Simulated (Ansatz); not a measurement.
**Si on Al(111): change of the work function**

How does Si on the fcc site change the work function of Al(111) as the layer fills?

Method: plane-wave DFT, PBEsol, Ansatz PAW, in the first sound run; inputs show where later runs differ, in Ansatz 0.2.0.

This is a report of a sequence of runs, with the program logs left out and the cost of each run kept.

## Step 1: The structure

The cell holds 4 atoms: 4 Al. Cell: a = 2.864 Å, b = 2.864 Å, c = 25.015 Å, α = 90.0°, β = 90.0°, γ = 60.0°. Vacuum lies along c.

## Step 2: The clean slab

The bare slab comes first, as the zero from which every change is counted. The two lowest layers are held at bulk places and the upper ones relax. The dipole correction removes the false field that a one-sided slab makes across the periodic vacuum, so each face gets a flat vacuum level of its own.

The input, input.yaml:

```yaml
crystal:
  lattice:
    - [2.8637824638, 0.0, 0.0]
    - [1.4318912319, 2.4801083646, 0.0]
    - [0.0, 0.0, 25.0148057707]
  atoms:
    - { symbol: Al, position: [0.0, 0.0, 0.3597869231] }
    - { symbol: Al, position: [0.3333333333, 0.3333333333, 0.4532623077] }
    - { symbol: Al, position: [0.6666666667, 0.6666666667, 0.5467376923] }
    - { symbol: Al, position: [0.0, 0.0, 0.6402130769] }
kpoints:
  mp_grid: { grid: [12, 12, 1] }
hamiltonian:
  xc: pbesol
scf:
  occupations: { method: fermi_dirac, width: 0.1 }
  convergence: { dr2_threshold: 1.0e-08 }
efield:
  axis: 3
  dipole_correction: true
  ramp_position: 0.97
  ramp_width: 0.06
relax:
  f_tol: 0.02
  max_steps: 60
  constraints: [{ sites: [0, 1] }]
output:
  write_potential: true
  write_density: true
  volumetric_format: npy
```

On the command line:

```bash
$ ansatz run input.yaml --threads 4 --pin off --max-ram 6144MiB --backend cpu --events-out ev --progress --plain --runs-dir out
```

Run time: 2.9 s. Hardware: 4 threads of Arm Neoverse V2, shared host; peak memory 0.45 GiB.

Relaxation path:

```
step  energy less that of the first step (eV)  largest force component (eV/Å)
   1                                   0.0000                          0.1283
   2                                  -0.0087                          0.0566
   3                                  -0.0089                          0.0097
```

Forces are held to the 6 operations that the program found; a distortion that breaks them can't arise in this run.

The atoms that moved most (Å):

```
atom     dx     dy      dz  length
 Al4  0.000  0.000  -0.114   0.114
 Al3  0.000  0.000  -0.079   0.079
```

The relaxed structure:

```xyz
4
Lattice="2.8638 0.0000 0.0000 1.4319 2.4801 0.0000 0.0000 0.0000 25.0148" Properties=species:S:1:pos:R:3
Al    0.0000    0.0000    9.0000
Al    1.4319    0.8267   11.3383
Al    2.8638    1.6534   13.5978
Al    0.0000    0.0000   15.9006
```

Numbers from this step:

| Quantity | Value |
| --- | --- |
| energy at zero smearing | -2097.3015 eV |
| work function, upper face | 4.065 eV |
| dipole along the normal | -3.98e-4 e·Å |

Running mean over 2.338 Å of the planar mean; the ramp of the sawtooth is left out. The electron's electrostatic potential energy less the Fermi level by z:

z (Å), electron's electrostatic potential energy less the Fermi level (eV) and a bar from the least value:
```
      3.5       4.06 ##############################
      4.0       4.05 ##############################
      4.5       4.05 ##############################
      5.0       4.05 ##############################
      5.5       4.03 ##############################
      6.0       3.96 ##############################
      6.5       3.73 #############################
      7.0       2.95 ##########################
      7.5       1.02 ####################
      8.0      -1.36 ############
      8.5      -3.48 #####
      9.0      -4.41 ##
      9.5      -4.55 #
     10.0      -4.57 #
     10.5      -4.59 #
     11.0      -4.60 #
     11.5      -4.68 #
     12.0      -4.87 
     12.5      -4.91 
     13.0      -4.85 
     13.5      -4.67 #
     14.0      -4.69 #
     14.5      -4.73 #
     15.0      -4.71 #
     15.5      -4.63 #
     16.0      -4.34 ##
     16.5      -3.13 ######
     17.0      -0.89 #############
     17.5       1.48 #####################
     18.0       3.19 ###########################
     18.5       3.81 #############################
     19.0       3.99 ##############################
     19.5       4.04 ##############################
     20.0       4.06 ##############################
     20.5       4.06 ##############################
     21.0       4.06 ##############################
     21.5       4.06 ##############################
```

The relaxation took 3 steps and lowered the energy by 0.0089 eV; the largest force on the free atoms ends at 0.0097 eV/Å.

The work function of the upper face is 4.07 eV.

## Step 3: Adsorbate added, k-mesh 3×3×1, coverage 0.0625 ML

System of this step: Si/Al(111). The cell holds 65 atoms: 64 Al and 1 Si. Cell: a = 11.455 Å, b = 11.455 Å, c = 26.690 Å, α = 90.0°, β = 90.0°, γ = 60.0°. Vacuum lies along c.

The clean slab as it ended is repeated in the plane and the adsorbate is set on one face; the cell's size fixes the coverage, and the k-mesh shrinks with it to keep the sampling density about even. Adsorbate and upper layers relax, since the dipole depends on the height.

The input, input.yaml:

```yaml
crystal:
  lattice:
    - [11.4551298553, 0.0, 0.0]
    - [5.7275649276, 9.9204334583, 0.0]
    - [0.0, 0.0, 26.6895920757]
  atoms:
    - { symbol: Al, position: [0.0, 0.0, 0.3372100995] }
    - { symbol: Al, position: [0.0833333333, 0.0833333333, 0.4248198533] }
    - { symbol: Al, position: [0.1666666667, 0.1666666667, 0.5094791123] }
    - { symbol: Al, position: [0.0, 0.0, 0.5957618588] }
    - { symbol: Al, position: [0.0, 0.25, 0.3372100995] }
    - { symbol: Al, position: [0.0833333333, 0.3333333333, 0.4248198533] }
    - { symbol: Al, position: [0.1666666667, 0.4166666667, 0.5094791123] }
    - { symbol: Al, position: [0.0, 0.25, 0.5957618588] }
[... 53 atom lines left out ...]
    - { symbol: Al, position: [0.8333333333, 0.8333333333, 0.4248198533] }
    - { symbol: Al, position: [0.9166666667, 0.9166666667, 0.5094791123] }
    - { symbol: Al, position: [0.75, 0.75, 0.5957618588] }
    - { symbol: Si, position: [0.0833333333, 0.0833333333, 0.6627899005] }
kpoints:
  mp_grid: { grid: [3, 3, 1] }
hamiltonian:
  xc: pbesol
scf:
  occupations: { method: fermi_dirac, width: 0.1 }
  convergence: { dr2_threshold: 1.0e-08 }
efield:
  axis: 3
  dipole_correction: true
  ramp_position: 0.97
  ramp_width: 0.06
relax:
  f_tol: 0.02
  max_steps: 60
  constraints:
    - { sites: [0, 1, 4, 5, 8, 9, 12, 13, 16, 17, 20, 21, 24, 25, 28, 29, 32, 33, 36, 37, 40, 41, 44, 45, 48, 49, 52, 53, 56, 57, 60, 61] }
output:
  bader: true
  write_potential: true
  write_density: true
  volumetric_format: npy
```

It took 5.4 min on 4 threads; peak memory 4.9 GiB.

Relaxation path:

```
step  energy less that of the first step (eV)  largest force component (eV/Å)
   1                                   0.0000                          0.5815
   2                                  -0.0987                          0.0995
   3                                  -0.1061                          0.0505
   4                                  -0.1063                          0.0141
```

Forces are held to the 6 operations that the program found; a distortion that breaks them can't arise in this run.

The atoms that moved most (Å):

```
atom      dx      dy      dz  length
 Al4  -0.106  -0.061   0.037   0.127
 Al8   0.000   0.122   0.037   0.127
Al20   0.106  -0.061   0.037   0.127
Si65   0.000   0.000  -0.048   0.048
Al56  -0.030   0.017  -0.024   0.042
Al32   0.000  -0.034  -0.024   0.042
Al24   0.030   0.017  -0.024   0.042
Al52  -0.029   0.005  -0.014   0.033
```

Read from the output:

```
energy at zero smearing        : -34177.7850 eV
work function, upper face      : 4.307 eV
work function, lower face      : 4.036 eV
dipole along the normal        : -0.1701 e·Å
step between the vacuum levels : 0.2709 eV
```

Running mean over 2.338 Å of the planar mean; the ramp of the sawtooth is left out. Table of electron's electrostatic potential energy less the Fermi level by z:

```
z (Å)  electron's electrostatic potential energy less the Fermi level (eV)
  3.5                                                                 4.04
  4.0                                                                 4.04
  4.5                                                                 4.03
  5.0                                                                 4.03
  5.5                                                                 4.01
  6.0                                                                 3.94
  6.5                                                                 3.71
  7.0                                                                 2.94
  7.5                                                                 1.01
  8.0                                                                -1.37
  8.5                                                                -3.48
  9.0                                                                -4.41
  9.5                                                                -4.56
 10.0                                                                -4.57
 10.5                                                                -4.59
 11.0                                                                -4.61
 11.5                                                                -4.69
 12.0                                                                -4.90
 12.5                                                                -4.94
 13.0                                                                -4.87
 13.5                                                                -4.68
 14.0                                                                -4.69
 14.5                                                                -4.73
 15.0                                                                -4.71
 15.5                                                                -4.63
 16.0                                                                -4.40
 16.5                                                                -3.37
 17.0                                                                -1.31
 17.5                                                                 1.00
 18.0                                                                 2.73
 18.5                                                                 3.50
 19.0                                                                 3.94
 19.5                                                                 4.19
 20.0                                                                 4.27
 20.5                                                                 4.30
 21.0                                                                 4.30
 21.5                                                                 4.31
 22.0                                                                 4.31
 22.5                                                                 4.31
 23.0                                                                 4.31
 23.5                                                                 4.31
```

The relaxation took 4 steps and lowered the energy by 0.11 eV; the largest force on the free atoms ends at 0.014 eV/Å.

The covered face has 4.31 eV, +0.24 eV against the clean one; the bare back face has moved by -0.02 eV, a measure of how thin the slab is.

## Step 4: Adsorbate added, k-mesh 4×4×1, coverage 0.111 ML

System of this step: Si/Al(111). The cell holds 37 atoms: 36 Al and 1 Si. Cell: a = 8.591 Å, b = 8.591 Å, c = 26.690 Å, α = 90.0°, β = 90.0°, γ = 60.0°. Vacuum lies along c.

Another coverage, to see how the dipoles act on each other as their distance changes.

The input, input.yaml:

```yaml
crystal:
  lattice:
    - [8.5913473915, 0.0, 0.0]
    - [4.2956736957, 7.4403250937, 0.0]
    - [0.0, 0.0, 26.6895920757]
  atoms:
    - { symbol: Al, position: [0.0, 0.0, 0.3372100995] }
    - { symbol: Al, position: [0.1111111111, 0.1111111111, 0.4248198533] }
    - { symbol: Al, position: [0.2222222222, 0.2222222222, 0.5094791123] }
    - { symbol: Al, position: [0.0, 0.0, 0.5957618588] }
    - { symbol: Al, position: [0.0, 0.3333333333, 0.3372100995] }
    - { symbol: Al, position: [0.1111111111, 0.4444444444, 0.4248198533] }
    - { symbol: Al, position: [0.2222222222, 0.5555555556, 0.5094791123] }
    - { symbol: Al, position: [0.0, 0.3333333333, 0.5957618588] }
[... 25 atom lines left out ...]
    - { symbol: Al, position: [0.7777777778, 0.7777777778, 0.4248198533] }
    - { symbol: Al, position: [0.8888888889, 0.8888888889, 0.5094791123] }
    - { symbol: Al, position: [0.6666666667, 0.6666666667, 0.5957618588] }
    - { symbol: Si, position: [0.1111111111, 0.1111111111, 0.6627899005] }
kpoints:
  mp_grid: { grid: [4, 4, 1] }
hamiltonian:
  xc: pbesol
scf:
  occupations: { method: fermi_dirac, width: 0.1 }
  convergence: { dr2_threshold: 1.0e-08 }
efield:
  axis: 3
  dipole_correction: true
  ramp_position: 0.97
  ramp_width: 0.06
relax:
  f_tol: 0.02
  max_steps: 60
  constraints:
    - { sites: [0, 1, 4, 5, 8, 9, 12, 13, 16, 17, 20, 21, 24, 25, 28, 29, 32, 33] }
output:
  bader: true
  write_potential: true
  write_density: true
  volumetric_format: npy
```

Elapsed: 2.5 min, on 4 threads; peak memory 3 GiB; 8.9 min of CPU time.

The steps of the relaxation:

```
step  energy less that of the first step (eV)  largest force component (eV/Å)
   1                                   0.0000                          0.6041
   2                                  -0.0996                          0.0747
   3                                  -0.1057                          0.0507
   4                                  -0.1059                          0.0123
```

The run keeps the 6 symmetry operations that the program found, so distortions that break them were not tested.

The atoms that moved most (Å):

```
atom      dx      dy      dz  length
 Al8   0.000   0.110   0.062   0.126
 Al4  -0.095  -0.055   0.062   0.126
Al16   0.095  -0.055   0.062   0.126
Al20   0.015   0.009  -0.041   0.044
Al24   0.000  -0.017  -0.041   0.044
Al32  -0.015   0.009  -0.041   0.044
Al28   0.000   0.019  -0.027   0.033
Al12   0.017  -0.010  -0.027   0.033
```

Final coordinates:

```xyz
37
Lattice="8.5913 0.0000 0.0000 4.2957 7.4403 0.0000 0.0000 0.0000 26.6896" Properties=species:S:1:pos:R:3
Al    0.0000    0.0000    9.0000
Al    1.4319    0.8267   11.3383
Al    2.8599    1.6512   13.6234
Al   -0.0949   -0.0548   15.9625
Al    1.4319    2.4801    9.0000
Al    2.8638    3.3068   11.3383
Al    4.2923    4.1355   13.5660
Al    1.4319    2.5897   15.9625
Al    2.8638    4.9602    9.0000
Al    4.2957    5.7869   11.3383
Al    5.7276    6.6181   13.6234
Al    2.8804    4.9506   15.8740
Al    2.8638    0.0000    9.0000
Al    4.2957    0.8267   11.3383
Al    5.7276    1.6495   13.5660
Al    2.9587   -0.0548   15.9625
Al    4.2957    2.4801    9.0000
Al    5.7276    3.3068   11.3383
Al    7.1628    4.1355   13.5660
Al    4.3106    2.4887   15.8600
Al    5.7276    4.9602    9.0000
Al    7.1595    5.7869   11.3383
Al    8.5942    6.6120   13.5924
Al    5.7276    4.9430   15.8600
Al    5.7276    0.0000    9.0000
Al    7.1595    0.8267   11.3383
Al    8.5952    1.6512   13.6234
Al    5.7276    0.0192   15.8740
Al    7.1595    2.4801    9.0000
Al    8.5913    3.3068   11.3383
Al   10.0232    4.1368   13.5924
Al    7.1446    2.4887   15.8600
Al    8.5913    4.9602    9.0000
Al   10.0232    5.7869   11.3383
Al   11.4523    6.6120   13.5924
Al    8.5747    4.9506   15.8740
Si    1.4319    0.8267   17.6736
```

Numbers from this step:

```yaml
energy_at_zero_smearing: -19496.6844 eV
work_function_upper_face: 4.497 eV
work_function_lower_face: 4.038 eV
dipole_along_the_normal: -0.1620 e·Å
step_between_the_vacuum_levels: 0.4586 eV
```

The relaxation took 4 steps and lowered the energy by 0.11 eV; the largest force on the free atoms ends at 0.012 eV/Å.

The covered face has 4.50 eV, +0.43 eV against the clean one; the bare back face has moved by -0.02 eV, a measure of how thin the slab is.

## Step 5: Adsorbate added, k-mesh 6×6×1, coverage 0.25 ML

System of this step: Si/Al(111). The cell holds 17 atoms: 16 Al and 1 Si. Cell: a = 5.728 Å, b = 5.728 Å, c = 26.690 Å, α = 90.0°, β = 90.0°, γ = 60.0°. Vacuum lies along c.

The input, input.yaml:

```yaml
crystal:
  lattice:
    - [5.7275649276, 0.0, 0.0]
    - [2.8637824638, 4.9602167292, 0.0]
    - [0.0, 0.0, 26.6895920757]
  atoms:
    - { symbol: Al, position: [0.0, 0.0, 0.3372100995] }
    - { symbol: Al, position: [0.1666666667, 0.1666666667, 0.4248198533] }
    - { symbol: Al, position: [0.3333333333, 0.3333333333, 0.5094791123] }
    - { symbol: Al, position: [0.0, 0.0, 0.5957618588] }
    - { symbol: Al, position: [0.0, 0.5, 0.3372100995] }
    - { symbol: Al, position: [0.1666666667, 0.6666666667, 0.4248198533] }
    - { symbol: Al, position: [0.3333333333, 0.8333333333, 0.5094791123] }
    - { symbol: Al, position: [0.0, 0.5, 0.5957618588] }
    - { symbol: Al, position: [0.5, 0.0, 0.3372100995] }
    - { symbol: Al, position: [0.6666666667, 0.1666666667, 0.4248198533] }
    - { symbol: Al, position: [0.8333333333, 0.3333333333, 0.5094791123] }
    - { symbol: Al, position: [0.5, 0.0, 0.5957618588] }
    - { symbol: Al, position: [0.5, 0.5, 0.3372100995] }
    - { symbol: Al, position: [0.6666666667, 0.6666666667, 0.4248198533] }
    - { symbol: Al, position: [0.8333333333, 0.8333333333, 0.5094791123] }
    - { symbol: Al, position: [0.5, 0.5, 0.5957618588] }
    - { symbol: Si, position: [0.1666666667, 0.1666666667, 0.6627899005] }
kpoints:
  mp_grid: { grid: [6, 6, 1] }
hamiltonian:
  xc: pbesol
scf:
  occupations: { method: fermi_dirac, width: 0.1 }
  convergence: { dr2_threshold: 1.0e-08 }
efield:
  axis: 3
  dipole_correction: true
  ramp_position: 0.97
  ramp_width: 0.06
relax:
  f_tol: 0.02
  max_steps: 60
  constraints: [{ sites: [0, 1, 4, 5, 8, 9, 12, 13] }]
output:
  bader: true
  dos: { projected: true, e_range: [-8, 4] }
  write_potential: true
  write_density: true
  volumetric_format: npy
  elf: true
```

Wall time 50 s (4 threads); peak memory 1.2 GiB; 3.3 min of CPU time.

The steps of the relaxation:

```
step  energy less that of the first step (eV)  largest force component (eV/Å)
   1                                   0.0000                          0.5553
   2                                  -0.0538                          0.0739
   3                                  -0.0558                          0.0165
```

Forces are held to the 6 operations that the program found; a distortion that breaks them can't arise in this run.

The atoms that moved most (Å):

```
atom      dx      dy      dz  length
 Al4  -0.055  -0.032  -0.017   0.065
 Al8   0.000   0.063  -0.017   0.065
Al12   0.055  -0.032  -0.017   0.065
Si17   0.000   0.000  -0.054   0.054
Al16   0.000   0.000  -0.051   0.051
Al15   0.000   0.000  -0.025   0.025
Al11  -0.003   0.002  -0.021   0.021
 Al3   0.003   0.002  -0.021   0.021
```

Final coordinates:

```cif
data_structure
_symmetry_space_group_name_H-M 'P 1'
_symmetry_Int_Tables_number 1
_cell_length_a 5.7276
_cell_length_b 5.7276
_cell_length_c 26.6896
_cell_angle_alpha 90.000
_cell_angle_beta 90.000
_cell_angle_gamma 60.000
_cell_volume 758.25
loop_
_atom_site_label
_atom_site_type_symbol
_atom_site_fract_x
_atom_site_fract_y
_atom_site_fract_z
_atom_site_occupancy
Al1 Al 0.00000 0.00000 0.33721 1
Al2 Al 0.16667 0.16667 0.42482 1
Al3 Al 0.33369 0.33369 0.50870 1
Al4 Al 0.99364 0.99364 0.59512 1
Al5 Al 0.00000 0.50000 0.33721 1
Al6 Al 0.16667 0.66667 0.42482 1
Al7 Al 0.33369 0.83262 0.50870 1
Al8 Al 0.99364 0.51272 0.59512 1
Al9 Al 0.50000 0.00000 0.33721 1
Al10 Al 0.66667 0.16667 0.42482 1
Al11 Al 0.83262 0.33369 0.50870 1
Al12 Al 0.51272 0.99364 0.59512 1
Al13 Al 0.50000 0.50000 0.33721 1
Al14 Al 0.66667 0.66667 0.42482 1
Al15 Al 0.83333 0.83333 0.50856 1
Al16 Al 0.50000 0.50000 0.59384 1
Si17 Si 0.16667 0.16667 0.66076 1
```

The relaxation took 3 steps and lowered the energy by 0.056 eV; the largest force on the free atoms ends at 0.017 eV/Å.

By hand: a sheet of dipoles makes a step −p/(ε₀A) in the electron's potential. With e/ε₀ = 180.95 V·Å, p = -0.1292 e·Å and A = 28.41 Å², that is −180.95 × (-0.1292) / 28.41 = +0.823 eV, and the two vacuum levels of the run differ by +0.823 eV.

The covered face has 4.76 eV, +0.69 eV against the clean one; the bare back face has moved by -0.12 eV, a measure of how thin the slab is.

(Continued in part 2 of 2.)

[Long decimals in the printed logs are rounded to 6 places.]

[Logs are printed without paths, hosts, clocks, repeated set-up lines and the standing remarks that a program may print on its own settings, such as how far it seeks lower states.]

[Hosts, paths, dates, database ids (printed as entryN), source tags and the programs' standing remarks are cut or masked in the printed files.]

[Maps of the electrostatic potential energy from Ansatz leave out the sawtooth potential of an applied field or a dipole correction, so their vacuum need not be flat; planar profiles and work functions include it.]
